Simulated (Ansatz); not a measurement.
# B on Ir(111): change of the work function, part 5 of 5

How does B on the fcc site change the work function of Ir(111) as the layer fills?

Ansatz 0.2.0; plane-wave DFT, LDA, Ansatz PAW.

So far, work function, upper face (eV): step 2 (the clean slab) 5.81; step 5 (the covered slab, k-mesh 13×13×1, coverage 1 ML) 4.50; step 7 (the slab at 0.25 ML, atoms frozen) 5.66; step 8 (the substrate of the 0.25 ML cell alone) 5.86; step 9 (the adsorbate layer of the 0.25 ML cell alone) 4.26.

## (11) Varying the input

This step: plane-wave DFT, LDA, Ansatz PAW (Ansatz 0.2.0).

System of this step: BIr4 (B/Ir(111)). The cell holds 5 atoms: 4 Ir and 1 B. Cell: a = 2.715 Å, b = 2.715 Å, c = 26.137 Å, α = 90.0°, β = 90.0°, γ = 60.0°. Vacuum lies along c.

A run with a changed input: it repeats the earlier run at 1 ML with basis.xc_grid to 2, scf.occupations.width from 0.1 removed and scf.occupations.method from fermi_dirac to tetrahedron_uncorrected.

input.yaml reads:

```yaml
crystal:
  lattice:
    - [2.7152900398, 0.0, 0.0]
    - [1.3576450199, 2.3515101531, 0.0]
    - [0.0, 0.0, 26.1365840189]
  atoms:
    - { symbol: Ir, position: [0.0, 0.0, 0.3443449226] }
    - { symbol: Ir, position: [0.3333333333, 0.3333333333, 0.429169513] }
    - { symbol: Ir, position: [0.6666666667, 0.6666666667, 0.5116639342] }
    - { symbol: Ir, position: [0.0, 0.0, 0.5939036925] }
    - { symbol: B, position: [0.3333333333, 0.3333333333, 0.6556550774] }
kpoints:
  mp_grid: { grid: [13, 13, 1] }
hamiltonian:
  xc: lda
scf:
  occupations: { method: tetrahedron_uncorrected }
  convergence: { dr2_threshold: 1.0e-08 }
efield:
  axis: 3
  dipole_correction: true
  ramp_position: 0.97
  ramp_width: 0.06
relax:
  f_tol: 0.02
  max_steps: 60
  constraints: [{ sites: [0, 1] }]
output:
  bader: true
  write_potential: true
  write_density: true
  volumetric_format: npy
basis:
  xc_grid: 2
```

Launch:

```console
$ ansatz run input.yaml --threads 4 --pin off --max-ram 12288MiB --backend cpu --events-out ev --progress --plain --runs-dir out
```

Numbers of over 12 decimals in the logs are rounded to 6 here.

The log of the run:

```text
Warning: relax: with tetrahedron occupations the Hellmann–Feynman forces and the energy need not agree along the walk (scf.occupations.method in the input reference, under Limitations); prefer a smearing scheme for the relaxation and re-run the relaxed geometry with tetrahedron occupations for the final energies/DOS
[...]
Crystal: 5 atoms, lattice volume = 166.883 Å³
Basis set: ecut = 420 eV, 3309 PW (Γ), exchange–correlation on 40×40×360 points (8 copies of the dense FFT grid, shifted against one another)
Bands: 43, of which v1, the nominal top of the filled ones, is band 36 counted from 1 (35 counted from 0)
Symmetry: 6 space group operations
[...]
k-points: 21 of 169 (time reversal used)
[...]
SCF iter   1: F=—  HF=-46799.611462 eV  |F-HF|=—  |Δ(HF+E_count)|=         —  Δρ=1.96e-2  dr2=1.50e1  ethr=1.77e-3  p=-0.014 e·Å  D=-1.51e-2 V/Å  ΔV_dip=0.39 eV  dr2_dipole=5.99e0  V_vac-E_F(+/−)=5.65/5.25 eV  ⟨swp⟩=9.4  Hψ=4233  notcnv=0
[...]
SCF iter  14: F=-46799.455004 eV  HF=-46799.455004 eV  |F-HF|=1.06e-8  |Δ(HF+E_count)|=   1.68e-8  Δρ=1.23e-6  dr2=9.21e-9  ethr=1.41e-11  p=0.001 e·Å  D=1.28e-3 V/Å  ΔV_dip=-0.03 eV  dr2_dipole=3.23e-9  V_vac-E_F(+/−)=5.73/5.76 eV  ⟨swp⟩=9.9  Hψ=7144  notcnv=0
SCF 1 converged in 14 iterations: F = -46799.455004 eV  dr2 = 9.21e-9
[...]
relax step   1: F+E_penalty+E_count = -46799.45500389 eV  Δ(F+E_penalty+E_count) = +0.000e0 eV  max|allowed force component| = 3.530e0 eV/Å  Δτ_max = 0.0000 Å  (14 SCF iters, accepted)
[...]
SCF iter  18: F=-46799.882146 eV  HF=-46799.882146 eV  |F-HF|=1.59e-9  |Δ(HF+E_count)|=   2.72e-9  Δρ=8.04e-7  dr2=1.88e-9  ethr=1.41e-11  p=0.018 e·Å  D=1.96e-2 V/Å  ΔV_dip=-0.51 eV  dr2_dipole=7.72e-11  V_vac-E_F(+/−)=5.22/5.73 eV  ⟨swp⟩=8.9  Hψ=6832  notcnv=0
SCF 2 converged in 18 iterations: F = -46799.882146 eV  dr2 = 1.88e-9
[...]
relax step   2: F+E_penalty+E_count = -46799.88214570 eV  Δ(F+E_penalty+E_count) = -4.271e-1 eV  max|allowed force component| = 1.557e0 eV/Å  Δτ_max = 0.1998 Å  (18 SCF iters, accepted)
[...]
SCF iter  17: F=-46800.004037 eV  HF=-46800.004037 eV  |F-HF|=6.33e-9  |Δ(HF+E_count)|=   1.18e-9  Δρ=1.03e-6  dr2=5.72e-9  ethr=1.41e-11  p=0.058 e·Å  D=6.25e-2 V/Å  ΔV_dip=-1.63 eV  dr2_dipole=1.18e-9  V_vac-E_F(+/−)=4.16/5.80 eV  ⟨swp⟩=9.7  Hψ=6144  notcnv=0
SCF 3 converged in 17 iterations: F = -46800.004037 eV  dr2 = 5.72e-9
[...]
relax step   3: F+E_penalty+E_count = -46800.00403663 eV  Δ(F+E_penalty+E_count) = -1.219e-1 eV  max|allowed force component| = 8.969e-1 eV/Å  Δτ_max = 0.1946 Å  (17 SCF iters, accepted)
[...]
relax step   4: F+E_penalty+E_count = -46800.02975714 eV  Δ(F+E_penalty+E_count) = -2.572e-2 eV  max|allowed force component| = 1.860e-1 eV/Å  Δτ_max = 0.0617 Å  (16 SCF iters, accepted)
SCF iter   1: F=—  HF=-46800.031712 eV  |F-HF|=—  |Δ(HF+E_count)|=         —  Δρ=1.12e-3  dr2=5.49e-3  ethr=7.76e-5  p=0.046 e·Å  D=4.96e-2 V/Å  ΔV_dip=-1.30 eV  dr2_dipole=7.25e-4  V_vac-E_F(+/−)=4.49/5.78 eV  ⟨swp⟩=3.0  Hψ=1845  notcnv=0  defer=30
[...]
SCF iter  13: F=-46800.030943 eV  HF=-46800.030943 eV  |F-HF|=8.15e-9  |Δ(HF+E_count)|=   2.00e-9  Δρ=6.50e-7  dr2=5.93e-9  ethr=1.41e-11  p=0.048 e·Å  D=5.17e-2 V/Å  ΔV_dip=-1.35 eV  dr2_dipole=2.38e-9  V_vac-E_F(+/−)=4.43/5.78 eV  ⟨swp⟩=8.0  Hψ=5859  notcnv=0
SCF 5 converged in 13 iterations: F = -46800.030943 eV  dr2 = 5.93e-9
relax step   5: F+E_penalty+E_count = -46800.03094317 eV  Δ(F+E_penalty+E_count) = -1.186e-3 eV  max|allowed force component| = 6.788e-3 eV/Å  Δτ_max = 0.0148 Å  (13 SCF iters, accepted)
SCF converged after 13 iterations
Stability not checked: this state was not tested for a lower state beside it, because the mixer in use, unlike msr1, does not test its closes by its own steps (another_mixer; see scf.mixing.algorithm and scf.lower_state_search)
Free energy (F): -46800.030943 eV
[...]
Internal energy: -46800.030855 eV  (E = F + TS)
E sigma→0 (E₀):  -46800.030943 eV
Entropy (-TS):   -0.000088 eV (-0.018 meV/atom)
Fermi energy:    5.944190 eV
Dipole field:    D = 0.051724 V/Å  (p = 0.047703 e·Å, saw-weighted, corrected)
Work function:   Φ+ = 4.4336 eV   Φ− = 5.7855 eV
[...]
--- Forces (eV/Å), atoms counted from 1 ---
  atom   1  Ir     0.00000000    -0.00000000     0.76465193
  atom   2  Ir    -0.00000000    -0.00000000    -0.76808651
  atom   3  Ir     0.00000000     0.00000000    -0.00151955
  atom   4  Ir     0.00000000     0.00000000     0.00678795
  atom   5  B      0.00000000     0.00000000    -0.00184416
  max |Σ_I F_I| component: 1.03e-5 eV/Å
--- Band table (eV; the first three rows and the last of 21) ---
  k-point 0: bands = [... 32 lower, 4.1748, 4.1748, 4.7449, 4.7449, 5.5269, 5.5269, 5.5957, 6.2167, ... 3 higher]
  k-point 1: bands = [... 32 lower, 3.9939, 4.0457, 4.6567, 4.7117, 4.9602, 5.5516, 5.8242, 6.3733, ... 3 higher]
  k-point 2: bands = [... 32 lower, 3.6355, 3.9448, 4.2005, 4.6926, 4.7763, 5.5735, 6.1826, 6.6654, ... 3 higher]
  k-point 20: bands = [... 32 lower, 4.6244, 5.7826, 6.0556, 6.3948, 6.6307, 6.8141, 8.4040, 10.7601, ... 3 higher]
--- Relaxed structure (5 steps of the walk, 5 accepted, 0 SCFs on fresh bases) ---
  F+E_penalty+E_count = -46800.03094317 eV   max|allowed force component| = 6.788e-3 eV/Å
  atoms:
[...]
- { symbol: Ir, position: [0.333333, 0.333333, 0.429169513] }
    - { symbol: Ir, position: [0.666667, 0.666667, 0.510904] }
    - { symbol: Ir, position: [-5.331087407093594e-18, -1.480297366145334e-17, 0.601580] }
    - { symbol: B, position: [0.333333, 0.333333, 0.649911] }
--- Bader charges: 5 sites ---
  site symbol  charge [e]  shift [e]
     0     Ir     -0.0663     0.0000
     1     Ir      0.0866     0.0001
     2     Ir     -0.0593     0.0000
     3     Ir     -0.4070     0.0066
     4      B      0.4460     0.0066
  estimated error of the sums over rays = 3.7e-4 e
```

Wall time 41 s (4 threads of Intel Xeon Platinum 8259CL at 2.50GHz (Skylake/Cascade Lake), shared host); peak memory 0.51 GiB.

Relaxation path:

```
step  energy less that of the first step (eV)  largest force component (eV/Å)
   1                                   0.0000                          3.5300
   2                                  -0.4271                          1.5566
   3                                  -0.5490                          0.8969
   4                                  -0.5748                          0.1860
   5                                  -0.5759                          0.0068
```

Forces are held to the 6 operations that the run works with; a distortion that breaks them can't arise in this run.

The atoms that moved most (Å):

```
atom     dx     dy      dz  length
 Ir4  0.000  0.000   0.201   0.201
  B5  0.000  0.000  -0.150   0.150
 Ir3  0.000  0.000  -0.020   0.020
```

The relaxed structure:

```xyz
5
Lattice="2.7153 0.0000 0.0000 1.3576 2.3515 0.0000 0.0000 0.0000 26.1366" Properties=species:S:1:pos:R:3
Ir    0.0000    0.0000    9.0000
Ir    1.3576    0.7838   11.2170
Ir    2.7153    1.5677   13.3533
Ir    0.0000    0.0000   15.7232
B     1.3576    0.7838   16.9864
```

Numbers from this step:

| Quantity | Value |
| --- | --- |
| work function, upper face | 4.434 eV |
| work function, lower face | 5.785 eV |
| dipole along the normal | 0.04770 e·Å |
| step between the vacuum levels | -1.352 eV |

```
                      quantity  this run  earlier run  difference
work function, upper face (eV)     4.434        4.496      -0.063
work function, lower face (eV)     5.785        5.789     -0.0034
 dipole along the normal (e·Å)   0.04770      0.04561      0.0021
```

What moves beyond 0.01 in its unit (for the dipole 0.5 % and 5e-5 e·Å): dipole along the normal (+0.00209 e·Å) and work function, upper face (-0.0626 eV).

## (12) Varying the input

System of this step: Ir(111). The cell holds 4 atoms: 4 Ir. Cell: a = 2.715 Å, b = 2.715 Å, c = 24.651 Å, α = 90.0°, β = 90.0°, γ = 60.0°. Vacuum lies along c.

Another changed input: it repeats the earlier run at 0 ML with scf.convergence.dr2_threshold from 1e-08 to 1e-06 and scf.algorithm to direct_min.

input.yaml, the sections that differ from step 11:

```yaml
crystal:
  lattice:
    - [2.7152900398, 0.0, 0.0]
    - [1.3576450199, 2.3515101531, 0.0]
    - [0.0, 0.0, 24.6510751011]
  atoms:
    - { symbol: Ir, position: [0.0, 0.0, 0.3650956383] }
    - { symbol: Ir, position: [0.3333333333, 0.3333333333, 0.4550318794] }
    - { symbol: Ir, position: [0.6666666667, 0.6666666667, 0.5449681206] }
    - { symbol: Ir, position: [0.0, 0.0, 0.6349043617] }
scf:
  occupations: { method: fermi_dirac, width: 0.1 }
  convergence: { dr2_threshold: 1.0e-06 }
  algorithm: direct_min
output:
  write_potential: true
  write_density: true
  volumetric_format: npy
# kpoints, hamiltonian, efield, relax: as in step 11
# basis: removed
```

The log of the run:

```text
Warning: scf.convergence.dr2_threshold = 1e-6 eV is looser than this run's default, which is 1e-7 eV or tighter. The error in the forces grows as the threshold's square root, so leave the key out unless less accurate forces are enough
[...]
Crystal: 4 atoms, lattice volume = 157.398 Å³
Basis set: ecut = 420 eV, 3101 PW (Γ)
Bands: 41, of which v1, the nominal top of the filled ones, is band 34 counted from 1 (33 counted from 0)
Symmetry: 6 space group operations
k-points: 21 of 169 (time reversal used)
[...]
SCF iter   1: F=—  HF=-46651.306496 eV  |F-HF|=—  |Δ(HF+E_count)|=         —  Δρ=7.59e-3  dr2=4.51e-1  ethr=1.77e-3  p=0.000 e·Å  D=2.60e-13 V/Å  ΔV_dip=-0.00 eV  dr2_dipole=1.96e-14  V_vac-E_F(+/−)=5.53/5.53 eV  ⟨swp⟩=7.2  Hψ=3367  notcnv=0
[...]
SCF iter   2: F=—  HF=-46651.306747 eV  |F-HF|=—  |Δ(HF+E_count)|=   2.51e-4  Δρ=5.97e-3  dr2=4.91e-1  ethr=6.63e-4  p=-0.001 e·Å  D=-1.51e-3 V/Å  ΔV_dip=0.04 eV  dr2_dipole=2.99e-2  V_vac-E_F(+/−)=5.99/5.95 eV  ⟨swp⟩=12.5  Hψ=6815  notcnv=0
automatic band count: the SCF goes on with 48 bands, as 41 were too few: the levels above may hold too much charge
SCF iter   3: F=—  HF=-46651.298056 eV  |F-HF|=—  |Δ(HF+E_count)|=   8.69e-3  Δρ=3.79e-3  dr2=1.35e-1  ethr=6.63e-4  p=-0.004 e·Å  D=-4.87e-3 V/Å  ΔV_dip=0.12 eV  dr2_dipole=6.50e-3  V_vac-E_F(+/−)=5.89/5.77 eV  ⟨swp⟩=3.0  Hψ=1869  notcnv=0  defer=3
[...]
SCF iter   8: F=-46651.290349 eV  HF=-46651.290349 eV  |F-HF|=9.31e-9  |Δ(HF+E_count)|=   4.16e-8  Δρ=1.68e-6  dr2=9.96e-9  ethr=6.43e-10  p=0.000 e·Å  D=1.04e-6 V/Å  ΔV_dip=-0.00 eV  dr2_dipole=1.90e-10  V_vac-E_F(+/−)=5.86/5.86 eV  ⟨swp⟩=2.0  Hψ=1785  notcnv=0
SCF 1 converged in 8 iterations: F = -46651.290349 eV  dr2 = 9.96e-9
  Residual-converged pass: ⟨swp⟩=9.0  Hψ=5215  notcnv=0  max |occ|·‖R‖ = 9.9e-9 eV (tolerance 1.0e-8 eV)  dr2=1.06e-8  dr2_onsite=1.98e-10  max |Δocc| = 4.3e-9
[...]
relax step   1: F+E_penalty+E_count = -46651.29034870 eV  Δ(F+E_penalty+E_count) = +0.000e0 eV  max|allowed force component| = 8.188e-1 eV/Å  Δτ_max = 0.0000 Å  (8 SCF iters, accepted)
Bands: 48, of which v1, the nominal top of the filled ones, is band 34 counted from 1 (33 counted from 0)
[...]
SCF iter   6: F=-46651.320756 eV  HF=-46651.320756 eV  |F-HF|=5.99e-8  |Δ(HF+E_count)|=   5.17e-7  Δρ=3.60e-6  dr2=6.30e-8  ethr=3.58e-9  p=0.003 e·Å  D=2.90e-3 V/Å  ΔV_dip=-0.07 eV  dr2_dipole=1.70e-10  V_vac-E_F(+/−)=5.79/5.86 eV  ⟨swp⟩=2.1  Hψ=1789  notcnv=0
SCF 2 converged in 6 iterations: F = -46651.320756 eV  dr2 = 6.30e-8
[...]
relax step   2: F+E_penalty+E_count = -46651.32075639 eV  Δ(F+E_penalty+E_count) = -3.041e-2 eV  max|allowed force component| = 7.667e-1 eV/Å  Δτ_max = 0.1968 Å  (6 SCF iters, accepted)
SCF iter   1: F=—  HF=-46651.347404 eV  |F-HF|=—  |Δ(HF+E_count)|=         —  Δρ=4.24e-3  dr2=2.59e-1  ethr=2.73e-3  p=0.003 e·Å  D=2.90e-3 V/Å  ΔV_dip=-0.07 eV  dr2_dipole=9.87e-2  V_vac-E_F(+/−)=5.80/5.87 eV  ⟨swp⟩=3.2  Hψ=2293  notcnv=0
[...]
SCF iter   5: F=-46651.342549 eV  HF=-46651.342549 eV  |F-HF|=6.33e-8  |Δ(HF+E_count)|=   4.07e-7  Δρ=4.26e-6  dr2=6.89e-8  ethr=4.71e-9  p=0.002 e·Å  D=1.80e-3 V/Å  ΔV_dip=-0.04 eV  dr2_dipole=6.12e-10  V_vac-E_F(+/−)=5.81/5.86 eV  ⟨swp⟩=3.0  Hψ=1994  notcnv=0
SCF 3 converged in 5 iterations: F = -46651.342549 eV  dr2 = 6.89e-8
[...]
relax step   3: F+E_penalty+E_count = -46651.34254931 eV  Δ(F+E_penalty+E_count) = -2.179e-2 eV  max|allowed force component| = 1.059e-1 eV/Å  Δτ_max = 0.0657 Å  (5 SCF iters, accepted)
SCF iter   1: F=—  HF=-46651.342878 eV  |F-HF|=—  |Δ(HF+E_count)|=         —  Δρ=3.18e-4  dr2=1.36e-3  ethr=1.47e-5  p=0.002 e·Å  D=1.80e-3 V/Å  ΔV_dip=-0.04 eV  dr2_dipole=4.74e-4  V_vac-E_F(+/−)=5.81/5.86 eV  ⟨swp⟩=3.0  Hψ=1913  notcnv=0
[...]
SCF iter   5: F=-46651.342849 eV  HF=-46651.342849 eV  |F-HF|=9.23e-9  |Δ(HF+E_count)|=   2.43e-8  Δρ=9.87e-7  dr2=6.76e-9  ethr=2.67e-9  p=0.001 e·Å  D=1.66e-3 V/Å  ΔV_dip=-0.04 eV  dr2_dipole=2.83e-9  V_vac-E_F(+/−)=5.81/5.86 eV  ⟨swp⟩=2.0  Hψ=1784  notcnv=0
SCF 4 converged in 5 iterations: F = -46651.342849 eV  dr2 = 6.76e-9
[...]
relax step   4: F+E_penalty+E_count = -46651.34284878 eV  Δ(F+E_penalty+E_count) = -2.995e-4 eV  max|allowed force component| = 1.432e-2 eV/Å  Δτ_max = 0.0033 Å  (5 SCF iters, accepted)
[...]
SCF converged after 5 iterations
[...]
Free energy (F): -46651.342849 eV
[...]
Internal energy: -46651.190020 eV  (E = F + TS)
E sigma→0 (E₀):  -46651.266434 eV
Entropy (-TS):   -0.152829 eV (-38.207 meV/atom)
Fermi energy:    5.394789 eV
Dipole field:    D = 0.001746 V/Å  (p = 0.001519 e·Å, saw-weighted, corrected)
Work function:   Φ+ = 5.8136 eV   Φ− = 5.8566 eV
[...]
--- Forces (eV/Å), atoms counted from 1 ---
  atom   1  Ir     0.00000000    -0.00000000     0.70341553
  atom   2  Ir    -0.00000000    -0.00000000    -0.69445208
  atom   3  Ir    -0.00000000     0.00000000    -0.01432355
  atom   4  Ir    -0.00000000     0.00000000     0.00526100
  max |Σ_I F_I| component: 9.91e-5 eV/Å
--- Band table (eV; the first three rows and the last of 21) ---
  k-point 0: bands = [... 30 lower, 2.4822, 4.1477, 4.1477, 4.5115, 4.5115, 4.6791, 5.5080, 5.5080, ... 10 higher]
  k-point 1: bands = [... 30 lower, 2.6528, 3.9289, 3.9894, 4.1135, 4.5839, 4.6011, 4.9328, 5.5063, ... 10 higher]
  k-point 2: bands = [... 30 lower, 3.1300, 3.3991, 3.5792, 3.8903, 4.1350, 4.6314, 5.3857, 5.5043, ... 10 higher]
  k-point 20: bands = [... 30 lower, 4.0903, 4.1640, 5.1316, 5.7279, 5.8519, 6.0913, 10.2122, 11.3749, ... 10 higher]
--- Relaxed structure (4 steps of the walk, 4 accepted, 0 SCFs on fresh bases) ---
  F+E_penalty+E_count = -46651.34284878 eV   max|allowed force component| = 1.432e-2 eV/Å
  atoms:
    - { symbol: Ir, position: [0.0, 0.0, 0.365096] }
    - { symbol: Ir, position: [0.333333, 0.333333, 0.4550318794] }
    - { symbol: Ir, position: [0.666667, 0.666667, 0.542498] }
    - { symbol: Ir, position: [-6.0653566111603505e-18, 0, 0.629693] }
```

Elapsed: 44 s, on 4 threads; peak memory 0.71 GiB; 2.8 min of CPU time.

The steps of the relaxation:

```
step  energy less that of the first step (eV)  largest force component (eV/Å)
   1                                   0.0000                          0.8188
   2                                  -0.0304                          0.7667
   3                                  -0.0522                          0.1059
   4                                  -0.0525                          0.0143
```

Forces are held to the 6 operations that the run works with; a distortion that breaks them can't arise in this run.

The atoms that moved most (Å):

```
atom     dx     dy      dz  length
 Ir4  0.000  0.000  -0.128   0.128
 Ir3  0.000  0.000  -0.061   0.061
```

The relaxed structure:

```xyz
4
Lattice="2.7153 0.0000 0.0000 1.3576 2.3515 0.0000 0.0000 0.0000 24.6511" Properties=species:S:1:pos:R:3
Ir    0.0000    0.0000    9.0000
Ir    1.3576    0.7838   11.2170
Ir    2.7153    1.5677   13.3732
Ir    0.0000    0.0000   15.5226
```

Numbers from this step:

* energy at zero smearing: -46651.2664 eV
* work function, upper face: 5.814 eV
* work function, lower face: 5.857 eV
* dipole along the normal: 0.001519 e·Å
* step between the vacuum levels: -0.04304 eV

```
                      quantity  this run  earlier run  difference
work function, upper face (eV)     5.814        5.814     -8.0e-4
work function, lower face (eV)     5.857        5.856      7.7e-4
 dipole along the normal (e·Å)  0.001519     0.001463      5.5e-5
```

What moves beyond 0.01 in its unit (for the dipole 0.5 % and 5e-5 e·Å): dipole along the normal (+5.52e-05 e·Å).

## (13) Results

```yaml
work_function_of_the_clean_face: 5.81 eV
work_function_at_0p25_ml: 5.66 eV
work_function_at_0p5_ml: 5.34 eV
work_function_at_1_ml: 4.50 eV
dipole_per_adsorbate_at_0p25_ml_positive_end_outwards: 0.09 D
step_of_the_potential_from_the_moved_charge_at_0p25_ml_upper_less_lower_side_atoms_held: -0.179 eV
```

B lowers the work function of Ir(111) at the lowest coverage, by 0.15 eV: the adsorbate layer has its positive end outwards. The slab has 4 layers, at the tabulated experimental lattice constant, one starting site was run, and quantum-size effects of a slab this thin can reach one or two tenths of an eV.

[Logs are printed without paths, hosts, clocks, repeated set-up lines and the standing remarks that a program may print on its own settings, such as how far it seeks lower states.]

[Hosts, paths, dates, database ids (printed as entryN), source tags and the programs' standing remarks are cut or masked in the printed files.]

[Maps of the electrostatic potential energy from Ansatz leave out the sawtooth potential of an applied field or a dipole correction, so their vacuum need not be flat; planar profiles and work functions include it.]
